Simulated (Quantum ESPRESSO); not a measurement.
# CoPS3: spin-resolved density of states, part 2 of 2

Aim: the densities of states of CoPS3 in the lowest state of several starts.

Quantum ESPRESSO 7.5; LDA with U = 3.5 eV on Co d (ortho-atomic projectors); plane waves with GBRV 1.5 LDA potentials, no spin-orbit coupling.

So far, absolute magnetization (μB): step 2 (ground-state run) 5.12.

## 3. Projected density of states

Level of this step: LDA with U = 3.5 eV on Co d (ortho-atomic projectors); plane waves with GBRV 1.5 LDA potentials, no spin-orbit coupling, projections on orthogonalised atomic orbitals (Quantum ESPRESSO).

Input file projwfc.in:

```
&PROJWFC
  prefix = 'pwscf'
  outdir = './tmp'
  filpdos = 'pdos'
  ngauss = 0
  degauss = 0.01
  DeltaE = 0.05
  Emin = -1.81
  Emax = 12.19
/
```

Started as:

```console
$ OMP_NUM_THREADS=1 mpirun -n 4 projwfc.x -nk 4 -in projwfc.in > projwfc.out
```

The log of the run:

```text
[banner, memory and clock lines left out]
Program PROJWFC v.7.5 starts

     [... lines left out ...]
     IMPORTANT: XC functional enforced from input :
     Exchange-correlation= PZ
                           (   1   1   0   0   0   0   0)
     Any further DFT definition will be discarded
     Please, verify this is what you really want

     G-vector sticks info

     Check: negative core charge=   -0.000011

     Gaussian broadening (read from input): ngauss,degauss=   0    0.010000

     Calling projwave ....

  Problem Sizes
  natomwfc =           58
  nbnd     =           57
  nkstot   =           48
  npwx     =         5490
  nkb      =          180

     Atomic states used for projection
     (read from pseudopotential files):

     state #   1: atom   1 (Co1), wfc  1 (l=0 m= 1)
     state #   2: atom   1 (Co1), wfc  2 (l=1 m= 1)
     state #   3: atom   1 (Co1), wfc  2 (l=1 m= 2)
     state #   4: atom   1 (Co1), wfc  2 (l=1 m= 3)
     state #   5: atom   1 (Co1), wfc  3 (l=2 m= 1)
     state #   6: atom   1 (Co1), wfc  3 (l=2 m= 2)
     state #   7: atom   1 (Co1), wfc  3 (l=2 m= 3)
     state #   8: atom   1 (Co1), wfc  3 (l=2 m= 4)
     state #   9: atom   1 (Co1), wfc  3 (l=2 m= 5)
     state #  10: atom   1 (Co1), wfc  4 (l=0 m= 1)
     state #  11: atom   1 (Co1), wfc  5 (l=1 m= 1)
     state #  12: atom   1 (Co1), wfc  5 (l=1 m= 2)
     state #  13: atom   1 (Co1), wfc  5 (l=1 m= 3)
     state #  14: atom   2 (Co2), wfc  1 (l=0 m= 1)
     state #  15: atom   2 (Co2), wfc  2 (l=1 m= 1)
     state #  16: atom   2 (Co2), wfc  2 (l=1 m= 2)
     state #  17: atom   2 (Co2), wfc  2 (l=1 m= 3)
     state #  18: atom   2 (Co2), wfc  3 (l=2 m= 1)
     state #  19: atom   2 (Co2), wfc  3 (l=2 m= 2)
     state #  20: atom   2 (Co2), wfc  3 (l=2 m= 3)
     state #  21: atom   2 (Co2), wfc  3 (l=2 m= 4)
     state #  22: atom   2 (Co2), wfc  3 (l=2 m= 5)
     state #  23: atom   2 (Co2), wfc  4 (l=0 m= 1)
     state #  24: atom   2 (Co2), wfc  5 (l=1 m= 1)
     state #  25: atom   2 (Co2), wfc  5 (l=1 m= 2)
     state #  26: atom   2 (Co2), wfc  5 (l=1 m= 3)
     state #  27: atom   3 (P  ), wfc  1 (l=0 m= 1)
     state #  28: atom   3 (P  ), wfc  2 (l=1 m= 1)
     state #  29: atom   3 (P  ), wfc  2 (l=1 m= 2)
     state #  30: atom   3 (P  ), wfc  2 (l=1 m= 3)
     state #  31: atom   4 (P  ), wfc  1 (l=0 m= 1)
     state #  32: atom   4 (P  ), wfc  2 (l=1 m= 1)
     state #  33: atom   4 (P  ), wfc  2 (l=1 m= 2)
     state #  34: atom   4 (P  ), wfc  2 (l=1 m= 3)
     state #  35: atom   5 (S  ), wfc  1 (l=0 m= 1)
     state #  36: atom   5 (S  ), wfc  2 (l=1 m= 1)
     state #  37: atom   5 (S  ), wfc  2 (l=1 m= 2)
     state #  38: atom   5 (S  ), wfc  2 (l=1 m= 3)
     state #  39: atom   6 (S  ), wfc  1 (l=0 m= 1)
     state #  40: atom   6 (S  ), wfc  2 (l=1 m= 1)
     state #  41: atom   6 (S  ), wfc  2 (l=1 m= 2)
     state #  42: atom   6 (S  ), wfc  2 (l=1 m= 3)
     state #  43: atom   7 (S  ), wfc  1 (l=0 m= 1)
     state #  44: atom   7 (S  ), wfc  2 (l=1 m= 1)
     state #  45: atom   7 (S  ), wfc  2 (l=1 m= 2)
     state #  46: atom   7 (S  ), wfc  2 (l=1 m= 3)
     state #  47: atom   8 (S  ), wfc  1 (l=0 m= 1)
     state #  48: atom   8 (S  ), wfc  2 (l=1 m= 1)
     state #  49: atom   8 (S  ), wfc  2 (l=1 m= 2)
     state #  50: atom   8 (S  ), wfc  2 (l=1 m= 3)
     state #  51: atom   9 (S  ), wfc  1 (l=0 m= 1)
     state #  52: atom   9 (S  ), wfc  2 (l=1 m= 1)
     state #  53: atom   9 (S  ), wfc  2 (l=1 m= 2)
     state #  54: atom   9 (S  ), wfc  2 (l=1 m= 3)
     state #  55: atom  10 (S  ), wfc  1 (l=0 m= 1)
     state #  56: atom  10 (S  ), wfc  2 (l=1 m= 1)
     state #  57: atom  10 (S  ), wfc  2 (l=1 m= 2)
     state #  58: atom  10 (S  ), wfc  2 (l=1 m= 3)

 [... projections of the bands left out ...]

Lowdin Charges:

     Atom #   1: total charge =  17.5633, s =  2.5519, p =  7.4789, d =  7.5326,
                 spin up      =   9.9266, s =  1.2810,
                 spin up      =   9.9266, p =  3.7437, pz=  1.2605, px=  1.2417, py=  1.2415,
                 spin up      =   9.9266, d =  4.9019, dz2=  0.9917, dxz=  0.9765, dyz=  0.9766, dx2-y2=  0.9786, dxy=  0.9785,
                 spin down    =   7.6367, s =  1.2709,
                 spin down    =   7.6367, p =  3.7352, pz=  1.2570, px=  1.2393, py=  1.2388,
                 spin down    =   7.6367, d =  2.6306, dz2=  0.0864, dxz=  0.5846, dyz=  0.5827, dx2-y2=  0.6885, dxy=  0.6885,
                 polarization =   2.2899, s =  0.0101, p =  0.0085, d =  2.2713,
     Atom #   2: total charge =  17.5633, s =  2.5519, p =  7.4789, d =  7.5326,
                 spin up      =   7.6367, s =  1.2709,
                 spin up      =   7.6367, p =  3.7352, pz=  1.2570, px=  1.2393, py=  1.2388,
                 spin up      =   7.6367, d =  2.6306, dz2=  0.0864, dxz=  0.5846, dyz=  0.5827, dx2-y2=  0.6885, dxy=  0.6885,
                 spin down    =   9.9266, s =  1.2810,
                 spin down    =   9.9266, p =  3.7437, pz=  1.2605, px=  1.2417, py=  1.2415,
                 spin down    =   9.9266, d =  4.9019, dz2=  0.9917, dxz=  0.9765, dyz=  0.9766, dx2-y2=  0.9786, dxy=  0.9785,
                 polarization =  -2.2899, s = -0.0101, p = -0.0085, d = -2.2713,
     Atom #   3: total charge =   4.3202, s =  1.3382, p =  2.9820, d =  0.0000,
                 spin up      =   2.1601, s =  0.6691,
                 spin up      =   2.1601, p =  1.4910, pz=  0.5384, px=  0.4762, py=  0.4764,
                 spin up      =   2.1601, d =  0.0000, dz2=  0.0000, dxz=  0.0000, dyz=  0.0000, dx2-y2=  0.0000, dxy=  0.0000,
                 spin down    =   2.1601, s =  0.6691,
                 spin down    =   2.1601, p =  1.4910, pz=  0.5384, px=  0.4762, py=  0.4764,
                 spin down    =   2.1601, d =  0.0000, dz2=  0.0000, dxz=  0.0000, dyz=  0.0000, dx2-y2=  0.0000, dxy=  0.0000,
                 polarization =   0.0000, s =  0.0000, p =  0.0000, d =  0.0000,
     Atom #   4: total charge =   4.3202, s =  1.3382, p =  2.9820, d =  0.0000,
                 spin up      =   2.1601, s =  0.6691,
                 spin up      =   2.1601, p =  1.4910, pz=  0.5384, px=  0.4762, py=  0.4764,
                 spin up      =   2.1601, d =  0.0000, dz2=  0.0000, dxz=  0.0000, dyz=  0.0000, dx2-y2=  0.0000, dxy=  0.0000,
                 spin down    =   2.1601, s =  0.6691,
                 spin down    =   2.1601, p =  1.4910, pz=  0.5384, px=  0.4762, py=  0.4764,
                 spin down    =   2.1601, d =  0.0000, dz2=  0.0000, dxz=  0.0000, dyz=  0.0000, dx2-y2=  0.0000, dxy=  0.0000,
                 polarization =   0.0000, s =  0.0000, p =  0.0000, d =  0.0000,
     Atom #   5: total charge =   5.9018, s =  1.6565, p =  4.2453, d =  0.0000,
                 spin up      =   2.9511, s =  0.8282,
                 spin up      =   2.9511, p =  2.1228, pz=  0.8164, px=  0.7062, py=  0.6002,
                 spin up      =   2.9511, d =  0.0000, dz2=  0.0000, dxz=  0.0000, dyz=  0.0000, dx2-y2=  0.0000, dxy=  0.0000,
                 spin down    =   2.9508, s =  0.8283,
                 spin down    =   2.9508, p =  2.1225, pz=  0.8164, px=  0.7006, py=  0.6055,
                 spin down    =   2.9508, d =  0.0000, dz2=  0.0000, dxz=  0.0000, dyz=  0.0000, dx2-y2=  0.0000, dxy=  0.0000,
                 polarization =   0.0003, s = -0.0000, p =  0.0003, d =  0.0000,
     Atom #   6: total charge =   5.9018, s =  1.6565, p =  4.2453, d =  0.0000,
                 spin up      =   2.9511, s =  0.8282,
                 spin up      =   2.9511, p =  2.1228, pz=  0.8164, px=  0.7062, py=  0.6002,
                 spin up      =   2.9511, d =  0.0000, dz2=  0.0000, dxz=  0.0000, dyz=  0.0000, dx2-y2=  0.0000, dxy=  0.0000,
                 spin down    =   2.9508, s =  0.8283,
                 spin down    =   2.9508, p =  2.1225, pz=  0.8164, px=  0.7006, py=  0.6055,
                 spin down    =   2.9508, d =  0.0000, dz2=  0.0000, dxz=  0.0000, dyz=  0.0000, dx2-y2=  0.0000, dxy=  0.0000,
                 polarization =   0.0003, s = -0.0000, p =  0.0003, d =  0.0000,
     Atom #   7: total charge =   5.9155, s =  1.6585, p =  4.2570, d =  0.0000,
                 spin up      =   2.9577, s =  0.8292,
                 spin up      =   2.9577, p =  2.1285, pz=  0.8188, px=  0.5545, py=  0.7552,
                 spin up      =   2.9577, d =  0.0000, dz2=  0.0000, dxz=  0.0000, dyz=  0.0000, dx2-y2=  0.0000, dxy=  0.0000,
                 spin down    =   2.9577, s =  0.8292,
                 spin down    =   2.9577, p =  2.1285, pz=  0.8188, px=  0.5545, py=  0.7552,
                 spin down    =   2.9577, d =  0.0000, dz2=  0.0000, dxz=  0.0000, dyz=  0.0000, dx2-y2=  0.0000, dxy=  0.0000,
                 polarization =   0.0000, s = -0.0000, p =  0.0000, d =  0.0000,
     Atom #   8: total charge =   5.9155, s =  1.6585, p =  4.2570, d =  0.0000,
                 spin up      =   2.9577, s =  0.8292,
                 spin up      =   2.9577, p =  2.1285, pz=  0.8188, px=  0.5545, py=  0.7552,
                 spin up      =   2.9577, d =  0.0000, dz2=  0.0000, dxz=  0.0000, dyz=  0.0000, dx2-y2=  0.0000, dxy=  0.0000,
                 spin down    =   2.9577, s =  0.8292,
                 spin down    =   2.9577, p =  2.1285, pz=  0.8188, px=  0.5545, py=  0.7552,
                 spin down    =   2.9577, d =  0.0000, dz2=  0.0000, dxz=  0.0000, dyz=  0.0000, dx2-y2=  0.0000, dxy=  0.0000,
                 polarization =   0.0000, s = -0.0000, p =  0.0000, d =  0.0000,
     Atom #   9: total charge =   5.9018, s =  1.6565, p =  4.2453, d =  0.0000,
                 spin up      =   2.9507, s =  0.8283,
                 spin up      =   2.9507, p =  2.1225, pz=  0.8164, px=  0.7006, py=  0.6055,
                 spin up      =   2.9507, d =  0.0000, dz2=  0.0000, dxz=  0.0000, dyz=  0.0000, dx2-y2=  0.0000, dxy=  0.0000,
                 spin down    =   2.9511, s =  0.8282,
                 spin down    =   2.9511, p =  2.1228, pz=  0.8164, px=  0.7062, py=  0.6002,
                 spin down    =   2.9511, d =  0.0000, dz2=  0.0000, dxz=  0.0000, dyz=  0.0000, dx2-y2=  0.0000, dxy=  0.0000,
                 polarization =  -0.0003, s =  0.0000, p = -0.0003, d =  0.0000,
     Atom #  10: total charge =   5.9018, s =  1.6565, p =  4.2453, d =  0.0000,
                 spin up      =   2.9507, s =  0.8283,
                 spin up      =   2.9507, p =  2.1225, pz=  0.8164, px=  0.7006, py=  0.6055,
                 spin up      =   2.9507, d =  0.0000, dz2=  0.0000, dxz=  0.0000, dyz=  0.0000, dx2-y2=  0.0000, dxy=  0.0000,
                 spin down    =   2.9511, s =  0.8282,
                 spin down    =   2.9511, p =  2.1228, pz=  0.8164, px=  0.7062, py=  0.6002,
                 spin down    =   2.9511, d =  0.0000, dz2=  0.0000, dxz=  0.0000, dyz=  0.0000, dx2-y2=  0.0000, dxy=  0.0000,
                 polarization =  -0.0003, s =  0.0000, p = -0.0003, d =  0.0000,
     Spilling Parameter:   0.0099
```

Wall time 3.2 s (4 MPI ranks of Intel Xeon 6975P-C (Granite Rapids), shared host); peak memory 0.53 GiB.

The density of states has structure finer than the step of the table below, so its rows give means over 0.5 eV, whole bins alone (the curve runs from -9.00 to 5.05 eV). Peaks (eV: height): up = down -5.80: 5.68, -3.85: 6.31, -3.20: 5.66, -2.15: 5.83; Co1 d up = Co2 d down -5.85: 3.4, -4.95: 1.15, -4.55: 2.03, -0.75: 0.533; Co1 d down = Co2 d up -2.85: 1.19, -2.15: 1.89, 0.60: 3.13, 1.35: 2.01; P3 p up = P3 p down -7.20: 0.614, -6.80: 0.628, 3.30: 0.941, 4.15: 0.472; S5 p up -7.20: 0.388, -3.85: 0.566, -3.20: 0.619, -2.45: 0.541.

Gaussian broadening of 0.136 eV on the SCF mesh. Density of states against energy, zero at the Fermi level; means over each step; values in states/eV/cell:

```
energy (eV)  up = down  Co1 d up = Co2 d down  Co1 d down = Co2 d up  P3 p up = P3 p down  S5 p up  S5 p down
       -8.0     9.8e-6                      0                      0                    0        0          0
       -7.5       1.12                  0.101                 0.0201                0.143   0.0955     0.0955
       -7.0       3.85                  0.323                 0.0611                0.569    0.303      0.303
       -6.5       3.22                  0.542                 0.0352                0.381    0.247      0.248
       -6.0       3.44                   1.82                 0.0359                0.128    0.180      0.179
       -5.5       3.37                   1.52                 0.0597                0.110    0.207      0.207
       -5.0       2.27                  0.806                 0.0858               0.0952    0.148      0.149
       -4.5       3.95                   1.71                  0.173                0.104    0.233      0.233
       -4.0       4.86                   1.17                  0.431                0.122    0.408      0.401
       -3.5       3.18                  0.321                  0.311               0.0691    0.331      0.329
       -3.0       4.59                  0.226                  0.881               0.0972    0.460      0.474
       -2.5       4.78                  0.197                   1.17                0.128    0.460      0.464
       -2.0       4.52                  0.185                   1.43                0.101    0.402      0.383
       -1.5      0.972                 0.0604                  0.232              0.00776   0.0979      0.100
       -1.0       2.41                  0.390                  0.163               0.0587    0.255      0.268
       -0.5       1.48                  0.228                 0.0947               0.0414    0.169      0.161
        0.0    0.00392                 3.4e-4                0.00136               8.9e-5   1.8e-4     2.9e-4
        0.5       1.85                0.00897                   1.53               0.0177   0.0254     0.0263
        1.0       2.37                 0.0264                   1.11                0.123    0.110      0.110
        1.5       2.96                 0.0187                   1.20                0.105    0.165      0.167
        2.0       2.24                 0.0215                  0.208                0.141    0.174      0.172
        2.5       1.39                0.00526                 0.0763                0.168   0.0946     0.0941
        3.0       3.59                 0.0117                  0.116                0.624    0.182      0.182
        3.5       3.22                 0.0157                  0.146                0.550    0.157      0.157
        4.0       1.60                0.00757                 0.0392                0.290   0.0794     0.0794
        4.5       1.37                0.00470                 0.0192                0.160   0.0623     0.0620
```

## 4. Summary of results

* state: antiferromagnetic
* largest moment in a sphere: 2.25 μB

In words: The most distinct maxima of the density of states (up = down) lie at -5.80, -3.85, -3.20, -2.15 and 3.30 eV, the highest at -3.85 eV. These are Kohn–Sham states without spin–orbit coupling, on the mesh of the self-consistent run. The moments are opposed on like sites, so the totals of the two spins are equal and the projections on single atoms show the splitting.

[Logs and program files are shortened in this print: banners, set-up blocks, solver, clock and traceback lines can be left out without a mark of their own.]

[Logs are printed without paths, hosts, clocks, repeated set-up lines and the standing remarks that a program may print on its own settings, such as how far it seeks lower states.]

[Hosts, paths, dates, database ids (printed as entryN), source tags and the programs' standing remarks are cut or masked in the printed files.]

[Where a cell is said to come from a database of computed structures, the database is the Materials Project.]
